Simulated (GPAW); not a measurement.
# Dielectric function and optical constants of KZnF3, part 2 of 2

Aim: the dielectric function of KZnF3, and the optical constants that follow from it.

GPAW 26.7.0; DFT, PBE, plane-wave PAW (GPAW data sets), scalar-relativistic, RPA, optical limit.

So far. Step 2 (Ground state): There is a gap, 3.80 eV on this mesh (points off the mesh can give less), so no carriers' term is needed.

## Step 4: Dielectric function, RPA

Local fields let the induced charge screen the field inside the cell, which as a rule lowers ε, most along directions where the density is uneven.

This step: DFT, PBE, plane-wave PAW (GPAW data sets), scalar-relativistic, RPA, optical limit (GPAW 26.7.0).

df.py

```python
from gpaw.response.df import DielectricFunction

df = DielectricFunction('full.gpw', frequencies={'type': 'nonlinear', 'domega0': 0.03, 'omega2': 8},
                        ecut=60,
                        eta=0.2,
                        nbands=45,
                        txt='df.txt')
for direction in ['x']:
    df.get_dielectric_function(xc='RPA', direction=direction, filename=f'df_{direction}.csv')
```

On the command line:

```sh
OMP_NUM_THREADS=1 python df.py
```

What it wrote:

```text
Using integrator: PointIntegrator
NonLinearFrequencyDescriptor(from 0.000 to 57.067 eV, 482 points)
Nonperiodic BCs:  [False False False]
Using integrator: PointIntegrator
NonLinearFrequencyDescriptor(from 0.000 to 57.067 eV, 482 points)
Nonperiodic BCs:  [False False False]

Calculating chi0 body with:
    Ground state adapter containing:
    Number of spins: 1
    Number of kpoints: 512
    Number of irreducible kpoints: 35
    Number of completely occupied states: 21
    Number of partially occupied states: 21

    Linear response parametrization:
    q_c: [0.0, 0.0, 0.0]
    Number of frequency points: 482
    Planewave cutoff: 60.0
    Number of bands: 45
    Number of planewaves: 81
    Broadening (eta): 0.2

Integrating chi0 body.

Symmetries of q_c:
    Direct symmetries (Uq -> q): 48
    Indirect symmetries (TUq -> q): 0
In total 48 allowed symmetries.

35 groups of equivalent kpoints. 93.1640625% reduction.

Integral kind: spectral function

Calculating chi0 optical extensions with:
    Ground state adapter containing:
    Number of spins: 1
    Number of kpoints: 512
    Number of irreducible kpoints: 35
    Number of completely occupied states: 21
    Number of partially occupied states: 21

    Linear response parametrization:
    Number of frequency points: 482
    Planewave cutoff: 60.0
    Number of bands: 45
    Number of planewaves: 81
    Broadening (eta): 0.2
Integrating chi0 head and wings.

Symmetries of q_c:
    Direct symmetries (Uq -> q): 48
    Indirect symmetries (TUq -> q): 0
In total 48 allowed symmetries.

35 groups of equivalent kpoints. 93.1640625% reduction.

Integral kind: spectral function wings
```

Run time: 11 s. Hardware: 1 thread of Arm Neoverse V2, shared host; peak memory 0.4 GiB.

Read-outs, printed or worked out from the files:

* electronic dielectric constant ε∞, mean over x, y and z (by symmetry where fewer were run): 2.226
* main peak of Im epsilon, first axis: 13.06 eV

Some rows of df_x.csv (energy; Re and Im without local fields; Re and Im with them):

```text
0.000000, 2.329690, 0.000000, 2.225659, 0.000000
0.555532, 2.332969, 0.002377, 2.228812, 0.002286
1.143969, 2.343792, 0.005035, 2.239228, 0.004848
1.768324, 2.364292, 0.008215, 2.258981, 0.007923
2.431988, 2.398023, 0.012347, 2.291551, 0.011938
3.138794, 2.451376, 0.018338, 2.343233, 0.017799
3.893091, 2.537463, 0.028557, 2.427015, 0.027872
4.699832, 2.690492, 0.052099, 2.576957, 0.051255
5.564682, 3.050697, 0.199161, 2.933175, 0.198159
6.494155, 3.119711, 0.833425, 2.996558, 0.833206
7.495775, 2.598576, 1.476321, 2.472365, 1.483961
8.578281, 2.159454, 1.177551, 2.003716, 1.186022
9.751884, 2.254060, 1.010525, 2.057586, 1.009188
11.028587, 2.191403, 1.684935, 2.006872, 1.591019
12.422601, 2.267801, 1.073383, 1.964279, 0.971514
13.950874, 1.533751, 1.339281, 1.388541, 1.264126
15.633783, 1.343152, 1.652969, 1.176206, 1.555477
17.496047, 1.103267, 1.087620, 0.822544, 1.072236
19.567954, 2.049234, 1.649686, 1.114070, 0.828020
```

The Im ε, E ∥ x has structure finer than the step of the table below, so its rows give means over 1 eV, whole bins alone (the curve runs from 0 to 21.9 eV). Peaks (eV: height): 7.5: 1.48, 11.1: 1.61, 13.1: 1.71, 15.2: 1.60, 21.6: 1.18.

Values under the direct gap are tails of Lorentzian lines. Im ε, E ∥ x against photon energy; means over each step:

```tsv
photon energy (eV)	Im ε, E ∥ x
1	0.00423
2	0.00930
3	0.0167
4	0.0307
5	0.0804
6	0.532
7	1.13
8	1.28
9	1.05
10	1.03
11	1.44
12	1.05
13	1.46
14	1.31
15	1.42
16	1.41
17	1.24
18	0.946
19	0.843
20	0.903
21	1.06
```

Table of Re ε, E ∥ x by photon energy:

```tsv
photon energy (eV)	Re ε, E ∥ x
0.0	2.23
0.5	2.23
1.0	2.24
1.5	2.25
2.0	2.27
2.5	2.30
3.0	2.33
3.5	2.38
4.0	2.44
4.5	2.53
5.0	2.66
5.5	2.90
6.0	3.04
6.5	3.00
7.0	2.66
7.5	2.46
8.0	2.20
8.5	2.04
9.0	1.93
9.5	2.10
10.0	2.13
10.5	2.27
11.0	2.04
11.5	1.58
12.0	1.61
12.5	2.02
13.0	1.91
13.5	1.49
14.0	1.41
14.5	1.50
15.0	1.62
15.5	1.26
16.0	1.04
16.5	1.03
17.0	0.940
17.5	0.823
18.0	0.895
18.5	0.963
19.0	0.993
19.5	1.11
20.0	1.18
20.5	1.14
21.0	1.16
21.5	1.02
```

Values under the direct gap are tails of Lorentzian lines. The loss function −Im 1/ε at q → 0, E ∥ x by energy loss; read off at these points:

energy loss (eV), loss function −Im 1/ε at q → 0, E ∥ x and a bar:
```
     0.00      0.000 
     0.50      0.000 
     1.00      0.001 
     1.50      0.001 
     2.00      0.002 
     2.50      0.002 
     3.00      0.003 
     3.50      0.004 
     4.00      0.005 
     4.50      0.007 
     5.00      0.010 #
     5.50      0.020 #
     6.00      0.063 ###
     6.50      0.087 ####
     7.00      0.134 #######
     7.50      0.179 #########
     8.00      0.197 ##########
     8.50      0.214 ###########
     9.00      0.219 ###########
     9.50      0.180 #########
    10.00      0.179 #########
    10.50      0.181 #########
    11.00      0.236 ############
    11.50      0.314 ################
    11.63      0.325 #################
    12.00      0.275 ##############
    12.50      0.198 ##########
    13.00      0.259 #############
    13.50      0.336 #################
    13.86      0.366 ###################
    14.00      0.352 ##################
    14.50      0.325 #################
    15.00      0.306 ################
    15.50      0.387 ####################
    16.00      0.462 ########################
    16.50      0.477 ########################
    17.00      0.507 ##########################
    17.50      0.587 ##############################
    17.61      0.587 ##############################
    18.00      0.558 #############################
    18.50      0.517 ##########################
    19.00      0.497 #########################
    19.50      0.434 ######################
    20.00      0.410 #####################
    20.50      0.435 ######################
    21.00      0.430 ######################
    21.50      0.487 #########################
```

Values under the direct gap are tails of Lorentzian lines. Table of Im ε, E ∥ x by photon energy; read off at these points:

```tsv
photon energy (eV)	without local fields	with local fields
0.00	0	0
0.50	0.00214	0.00205
1.00	0.00436	0.00420
1.50	0.00679	0.00654
2.00	0.00955	0.00921
2.50	0.0128	0.0124
3.00	0.0170	0.0165
3.50	0.0225	0.0219
4.00	0.0306	0.0299
4.50	0.0439	0.0431
5.00	0.0712	0.0703
5.50	0.169	0.168
6.00	0.611	0.610
6.50	0.840	0.840
7.00	1.12	1.12
7.50	1.47	1.48
8.00	1.27	1.28
8.50	1.19	1.20
9.00	1.06	1.07
9.50	0.966	0.968
10.00	1.00	0.994
10.50	1.23	1.18
11.00	1.66	1.57
11.10	1.69	1.61
11.50	1.41	1.37
12.00	1.01	0.971
12.50	1.14	1.02
13.00	1.94	1.69
13.08	1.92	1.70
13.50	1.65	1.48
14.00	1.33	1.25
14.50	1.31	1.21
15.00	1.64	1.43
15.25	1.76	1.60
15.50	1.69	1.58
16.00	1.52	1.39
16.50	1.39	1.27
17.00	1.37	1.29
17.50	1.09	1.07
18.00	0.965	0.924
18.50	0.983	0.884
19.00	1.07	0.847
19.50	1.56	0.826
20.00	2.01	0.903
20.50	1.98	0.986
21.00	2.23	1.06
21.50	3.68	1.17
21.62	4.02	1.18
```

The reflectivity at normal incidence, E ∥ x has structure finer than the step of the table below, so its rows give means over 0.5 eV, whole bins alone (the curve runs from 0 to 21.9 eV). Peaks (eV: height): 6.66: 8.35, 7.38: 8.87, 11.03: 8.18, 13.08: 8.63, 15.54: 8.27, 21.75: 6.48.

The reflectivity at normal incidence, E ∥ x by photon energy; means over each step:

```tsv
photon energy (eV)	reflectivity at normal incidence, E ∥ x (%)
0.5	3.91
1.0	3.94
1.5	4.00
2.0	4.08
2.5	4.20
3.0	4.35
3.5	4.55
4.0	4.83
4.5	5.21
5.0	5.80
5.5	6.80
6.0	7.77
6.5	8.07
7.0	7.83
7.5	8.16
8.0	6.97
8.5	6.23
9.0	5.41
9.5	5.36
10.0	5.66
10.5	6.68
11.0	7.84
11.5	6.47
12.0	4.51
12.5	5.53
13.0	8.14
13.5	7.25
14.0	6.03
14.5	5.69
15.0	6.98
15.5	8.21
16.0	7.55
16.5	6.66
17.0	7.00
17.5	6.01
18.0	4.57
18.5	3.97
19.0	3.55
19.5	3.26
20.0	3.69
20.5	4.23
21.0	4.75
21.5	5.91
```

From ε follow the optical constants at some laser and lamp lines:

```tsv
wavelength (nm)	n	k	R (%)	1/α
1550	1.49	0.001	3.9	111 µm
633	1.51	0.003	4.1	17 µm
532	1.51	0.004	4.2	11 µm
405	1.53	0.006	4.4	5.8 µm
365	1.54	0.007	4.5	4.3 µm
308	1.56	0.010	4.8	2.5 µm
193	1.74	0.224	7.9	69 nm
```

Below the direct gap, k and the depth come from the tails of the Lorentzian lines, not from transitions.

Rows near the edge hang on the gap, which this functional as a rule makes too small, and phonon-assisted absorption is left out.

## Step 5: What came out

```json
{"electronic dielectric constant ε∞, mean over x, y and z (by symmetry where fewer were run) (RPA)": "2.23", "main peak of Im epsilon, first axis": "13.1 eV"}
```

What this shows: At this level (PBE, RPA) KZnF3 has ε∞ = 2.23 and n = 1.49 at 1550 nm, and Im ε peaks at 13.1 eV. On the mesh the gap is 3.80 eV and the least direct gap 5.66 eV, so on this mesh the band edges lie at different points. Local fields change the static value along x from 2.33 to 2.23 (-4 %). Distinct maxima of Im ε, read by a parabola through the highest points, lie at 7.48 eV (1.5), 11.10 eV (1.6), 13.06 eV (1.7) and 15.28 eV (1.6). Excitons and phonon-assisted transitions are missing; PBE gaps are as a rule too small, which pulls the onset down and ε∞ up. The sum runs over mesh points, so small or evenly spaced maxima can still be ripples of the mesh. In this version of GPAW the matrix elements of the optical limit are incomplete, which can lower ε − 1 by up to a tenth where first-row anions or d states rule, and shift it by more in d metals.

[Machine, clock and banner lines and Python warnings are left out of the logs.]

[Logs are printed without paths, hosts, clocks, repeated set-up lines and the standing remarks that a program may print on its own settings, such as how far it seeks lower states.]

[Hosts, paths, dates, database ids (printed as entryN), source tags and the programs' standing remarks are cut or masked in the printed files.]
